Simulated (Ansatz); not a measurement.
System: AlGaAs2 (zincblende [001] superlattice).

The cell holds 16 atoms: 4 Ga, 8 As and 4 Al. Its edges and angles: a = 4.012 Å, b = 4.012 Å, c = 22.617 Å, α = 90.0°, β = 90.0°, γ = 90.0°. It derives from GaAs. Regions: GaAs, 8 atoms (4 Ga and 4 As); AlAs, 8 atoms (4 Al and 4 As). The structure's axis is c.

```xyz
16
Lattice="4.0121 0.0000 0.0000 0.0000 4.0121 0.0000 0.0000 0.0000 22.6170" Properties=species:S:1:pos:R:3 pbc="T T T"
Ga    0.0000    0.0000    0.7128
As    2.0060    0.0000    2.1225
Ga    2.0060    2.0060    3.5316
As    0.0000    2.0060    4.9412
Ga    0.0000    0.0000    6.3508
As    2.0060    0.0000    7.7599
Ga    2.0060    2.0060    9.1696
As    0.0000    2.0060   10.5842
Al    0.0000    0.0000   11.9971
As    2.0060    0.0000   13.4144
Al    2.0060    2.0060   14.8321
As    0.0000    2.0060   16.2498
Al    0.0000    0.0000   17.6674
As    2.0060    0.0000   19.0851
Al    2.0060    2.0060   20.5023
As    0.0000    2.0060   21.9153
```

The structure was relaxed with PBEsol. The runs that relaxed it are not among those shown. PAW set soft_1, made with PBE.

Gaps computed with Ansatz 0.2.0 without a self-energy: PBEsol 1.02 eV and PBEsol+SOC 0.92 eV.

Question: Estimate the G0W0@PBEsol gap with 4×4×2 mesh, 1086 empty bands, screening to 120 eV, default PAW files.

About 1.75 eV: on its mesh the run moves the gap from 1.01 eV by +0.74 eV. A band edge moves to another state on the way. Spin-orbit coupling is not in that value; its −0.10 eV at the PBEsol level would bring it to about 1.65 eV. Bands and cutoff are finite, so the gap is not at the basis limit. The miss can reach some tenths of an eV and take either sign; the mesh is an error of its own. The 4×4×2 mesh is coarse for this cell (its supercell is 16 Å along the shortest edge). The RPA ε∞ on it, from the PBEsol start, is 12.91 and 17.34; such meshes misread the long-range screening, most where the gap is narrow. The many-body steps are scalar-relativistic: spin-orbit coupling is not in them.

[Paths, hosts, dates, memory and timing lines, banners, echoed tables and standing remarks are left out of the program output.]

[Logs are printed without paths, hosts, clocks, repeated set-up lines and the standing remarks that a program may print on its own settings, such as how far it seeks lower states.]

[Runs of the session that timed out or met a known fault of the program may be left out.]

[Cells called generated may have been cut or substituted from an entry of the Crystallography Open Database or the Materials Project.]

[Hosts, paths, dates, database ids (printed as entryN), source tags and the programs' standing remarks are cut or masked in the printed files.]
